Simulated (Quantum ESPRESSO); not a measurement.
# SiC (Moissanite 3C): phonon shifts against biaxial strain

How do the zone-centre modes of SiC (Moissanite 3C) move in a layer strained in its (001) plane?

Method: DFT LDA, scalar-relativistic, plane waves, PseudoDojo norm-conserving pseudopotentials, in Quantum ESPRESSO 7.5.

## (1) Set-up

The structure is cubic, space group F-43m (No. 216). The conventional cell has a = 4.326 Å, b = 4.326 Å, c = 4.326 Å, α = 90.00°, β = 90.00°, γ = 90.00°. Nearest to Si lie 4 C at 1.87 Å. Nearest to C lie 4 Si at 1.87 Å. Farther neighbours are not listed.

Structure file:

```cif
data_structure
_symmetry_space_group_name_H-M 'F-43m'
_symmetry_Int_Tables_number 216
_cell_length_a 4.3255
_cell_length_b 4.3255
_cell_length_c 4.3255
_cell_angle_alpha 90.000
_cell_angle_beta 90.000
_cell_angle_gamma 90.000
_cell_volume 80.93
loop_
_atom_site_label
_atom_site_type_symbol
_atom_site_symmetry_multiplicity
_atom_site_Wyckoff_symbol
_atom_site_fract_x
_atom_site_fract_y
_atom_site_fract_z
_atom_site_occupancy
Si1 Si 4 a 0.00000 0.00000 0.00000 1
C1 C 4 d 0.25000 0.25000 0.75000 1
```

This is the cell after its relaxation at this level of theory, not the database cell from which that began.

## (2) Strained cells

The in-plane lattice vectors are held at a strain ε, as on a substrate; the length along z is set so that σ_zz vanishes; symmetry keeps the atoms on their sites. Modes are taken without the LO-TO term. Cutoff 90 Ry, k mesh 12×12×12.

From the response at ε = -0.03:

Output:

```text
[banners, grids, parts of the stress and lines that vanish by symmetry left out]
Program PHONON v.7.5
     Reading xml data from directory:

[...]
Exchange-correlation= PW
                           (   1   4   0   0   0   0   0)
[...]
kinetic-energy cut-off    =      90.0000  Ry
     charge density cut-off    =     360.0000  Ry
     convergence threshold     =      1.0E-18
[...]
Exchange-correlation= PW
                           (   1   4   0   0   0   0   0)
[...]
q = (   0.0000000   0.0000000   0.0000000 )
      9 Sym.Ops. (with q -> -q+G )
     G cutoff =  301.8458  (  15061 G-vectors)     FFT grid: ( 36, 36, 36)
     number of k points=   163
[...]
Mode symmetry, D_2d (-42m) point group:
[...]
Dielectric constant
[...]
End of electric fields calculation
          Dielectric constant in cartesian axis
          (       6.754568382       0.000000000      -0.000000000 )
          (      -0.000000000       6.754568382      -0.000000000 )
          (       0.000000000       0.000000000       6.945887928 )
          Effective charges (d Force / dE) in cartesian axis without acoustic sum rule applied (asr)
           atom    1  Si    Mean Z*:        2.75889
      Ex  (        2.72778       -0.00000       -0.00000 )
      Ey  (       -0.00000        2.72778       -0.00000 )
      Ez  (       -0.00000       -0.00000        2.82109 )
           atom    2  C     Mean Z*:       -2.76039
      Ex  (       -2.72947        0.00000        0.00000 )
      Ey  (        0.00000       -2.72947        0.00000 )
      Ez  (        0.00000       -0.00000       -2.82224 )
          Effective charges Sum: Mean:       -0.00151
[...]
Effective charges (d Force / dE) in cartesian axis with asr applied:
           atom    1  Si    Mean Z*:        2.75964
[...]
atom    2  C     Mean Z*:       -2.75964
[...]
Representation #   1 mode #   1
[...]
End of self-consistent calculation
     Convergence has been achieved
     Representation #   2 mode #   2
[...]
End of self-consistent calculation
     Convergence has been achieved
     Representation #   3 modes #   3   4
[...]
End of self-consistent calculation
     Convergence has been achieved
     Representation #   4 modes #   5   6
[...]
End of self-consistent calculation
     Convergence has been achieved
[...]
Dielectric constant in cartesian axis
          (       6.754568382       0.000000000      -0.000000000 )
          (      -0.000000000       6.754568382      -0.000000000 )
          (       0.000000000       0.000000000       6.945887928 )
          Effective charges (d Force / dE) in cartesian axis without acoustic sum rule applied (asr)
           atom    1  Si    Mean Z*:        2.75889
      Ex  (        2.72778       -0.00000       -0.00000 )
      Ey  (       -0.00000        2.72778       -0.00000 )
      Ez  (       -0.00000       -0.00000        2.82109 )
           atom    2  C     Mean Z*:       -2.76039
      Ex  (       -2.72947        0.00000        0.00000 )
      Ey  (        0.00000       -2.72947        0.00000 )
      Ez  (        0.00000       -0.00000       -2.82224 )
          Effective charges Sum: Mean:       -0.00151
[...]
Effective charges (d Force / dE) in cartesian axis with asr applied:
           atom    1  Si    Mean Z*:        2.75964
[...]
atom    2  C     Mean Z*:       -2.75964
[...]
q = (    0.000000000   0.000000000   0.000000000 )
[...]
freq (    1) =       0.042719 [THz] =       1.424969 [cm-1]
     freq (    2) =       0.043718 [THz] =       1.458284 [cm-1]
     freq (    3) =       0.043718 [THz] =       1.458284 [cm-1]
     freq (    4) =      24.812942 [THz] =     827.670665 [cm-1]
     freq (    5) =      24.812942 [THz] =     827.670665 [cm-1]
     freq (    6) =      25.249994 [THz] =     842.249151 [cm-1]
[...]
Mode symmetry, D_2d (-42m) point group:
     freq (   1-   1) =          1.4  [cm-1]   --> B_2  X_3  W_2   I+R
     freq (   2-   3) =          1.5  [cm-1]   --> E    X_5  W_3   I+R
     freq (   4-   5) =        827.7  [cm-1]   --> E    X_5  W_3   I+R
     freq (   6-   6) =        842.2  [cm-1]   --> B_2  X_3  W_2   I+R

   JOB DONE.
```

The run at ε = -0.02 is held back.

| ε | ε_zz | σ_xx (GPa, tension positive) | singlet (cm⁻¹) | doublet (cm⁻¹) |
| --- | --- | --- | --- | --- |
| -0.03 | 0.0202 | -14.86 | 842.25 | 827.67 |
| -0.02 | 0.0136 | -9.57 | held back | held back |
| -0.01 | 0.0069 | -4.62 | 812.37 | 808.40 |
| 0 | 0.0000 | -0.01 | 798.10 | 798.10 |
| 0.01 | -0.0071 | 4.31 | 784.24 | 787.32 |
| 0.02 | -0.0143 | 8.33 | 770.81 | 776.12 |
| 0.03 | -0.0218 | 12.10 | 757.79 | 764.47 |

## (3) The fit

Parabolas ω = ω₀ + a ε + b ε² through the other rows:

| mode | ω₀ (cm⁻¹) | a (cm⁻¹) | b (cm⁻¹) |
| --- | --- | --- | --- |
| singlet | 798.1 | -1407 | 2139 |
| doublet | 798.1 | -1053 | -2245 |

The biaxial modulus, the linear term of σ_xx, is 449 GPa, so the singlet mode moves by a/M = -3.1 cm⁻¹ a GPa of tensile stress. The ratio −ε_zz/ε near zero is 0.70. For ε = -0.02 the fits predict 827.10 and 818.26 cm⁻¹.

## (4) The run that was held back

Output:

```text
[banners, grids, parts of the stress and lines that vanish by symmetry left out]
[banner, memory and clock lines left out]
Program PHONON v.7.5

[...]
Exchange-correlation= PW
                           (   1   4   0   0   0   0   0)
[...]
kinetic-energy cut-off    =      90.0000  Ry
     charge density cut-off    =     360.0000  Ry
     convergence threshold     =      1.0E-18
[...]
Exchange-correlation= PW
                           (   1   4   0   0   0   0   0)
[...]
q = (   0.0000000   0.0000000   0.0000000 )
      9 Sym.Ops. (with q -> -q+G )
     G cutoff =  302.7863  (  15369 G-vectors)     FFT grid: ( 36, 36, 36)
     number of k points=   163
[...]
Mode symmetry, D_2d (-42m) point group:
[...]
Dielectric constant
[...]
End of electric fields calculation
          Dielectric constant in cartesian axis
          (       6.788048078       0.000000000      -0.000000000 )
          (       0.000000000       6.788048078       0.000000000 )
          (      -0.000000000       0.000000000       6.915840666 )
          Effective charges (d Force / dE) in cartesian axis without acoustic sum rule applied (asr)
           atom    1  Si    Mean Z*:        2.74442
      Ex  (        2.72313        0.00000       -0.00000 )
      Ey  (        0.00000        2.72313        0.00000 )
      Ez  (        0.00000       -0.00000        2.78699 )
           atom    2  C     Mean Z*:       -2.74594
      Ex  (       -2.72476       -0.00000        0.00000 )
      Ey  (       -0.00000       -2.72476        0.00000 )
      Ez  (        0.00000        0.00000       -2.78830 )
[...]
Convergence has been achieved
     Representation #   4 modes #   5   6
[...]
End of self-consistent calculation
     Convergence has been achieved
[...]
Dielectric constant in cartesian axis
          (       6.788048078       0.000000000      -0.000000000 )
          (       0.000000000       6.788048078       0.000000000 )
          (      -0.000000000       0.000000000       6.915840666 )
          Effective charges (d Force / dE) in cartesian axis without acoustic sum rule applied (asr)
           atom    1  Si    Mean Z*:        2.74442
      Ex  (        2.72313        0.00000       -0.00000 )
      Ey  (        0.00000        2.72313        0.00000 )
      Ez  (        0.00000       -0.00000        2.78699 )
           atom    2  C     Mean Z*:       -2.74594
      Ex  (       -2.72476       -0.00000        0.00000 )
      Ey  (       -0.00000       -2.72476        0.00000 )
      Ez  (        0.00000        0.00000       -2.78830 )
          Effective charges Sum: Mean:       -0.00152
[...]
Effective charges (d Force / dE) in cartesian axis with asr applied:
           atom    1  Si    Mean Z*:        2.74518
[...]
atom    2  C     Mean Z*:       -2.74518
[...]
q = (    0.000000000   0.000000000   0.000000000 )
[...]
freq (    1) =       0.036032 [THz] =       1.201908 [cm-1]
     freq (    2) =       0.036032 [THz] =       1.201908 [cm-1]
     freq (    3) =       0.036128 [THz] =       1.205101 [cm-1]
     freq (    4) =      24.531094 [THz] =     818.269231 [cm-1]
     freq (    5) =      24.531094 [THz] =     818.269231 [cm-1]
     freq (    6) =      24.795551 [THz] =     827.090562 [cm-1]
[...]
Mode symmetry, D_2d (-42m) point group:
     freq (   1-   1) =          1.2  [cm-1]   --> B_2  X_3  W_2   I+R
     freq (   2-   3) =          1.2  [cm-1]   --> E    X_5  W_3   I+R
     freq (   4-   5) =        818.3  [cm-1]   --> E    X_5  W_3   I+R
     freq (   6-   6) =        827.1  [cm-1]   --> B_2  X_3  W_2   I+R
```

It gives 827.09 and 818.27 cm⁻¹.

## (5) What came out

| Property | Result |
| --- | --- |
| strain coefficient of the singlet mode | -1407 cm⁻¹ |
| strain coefficient of the doublet mode | -1053 cm⁻¹ |
| biaxial modulus | 449 GPa |

What this shows: One per cent of tensile strain moves the singlet mode of SiC (Moissanite 3C) by -14.1 cm⁻¹ and the doublet mode by -10.5 cm⁻¹; the fits miss the run held back by up to 0.01 cm⁻¹. At 3 % strain the quadratic term is 5 % of the linear one for the singlet mode and 6 % for the doublet mode. In a polar crystal the line seen along z is the LO mode, whose shift differs. These are harmonic values at zero temperature, without the LO-TO term, for a homogeneous, dislocation-free layer.

[Host names and launcher messages were left out of these logs when they were recorded.]

[Logs are printed without paths, hosts, clocks, repeated set-up lines and the standing remarks that a program may print on its own settings, such as how far it seeks lower states.]

[Hosts, paths, dates, database ids (printed as entryN), source tags and the programs' standing remarks are cut or masked in the printed files.]
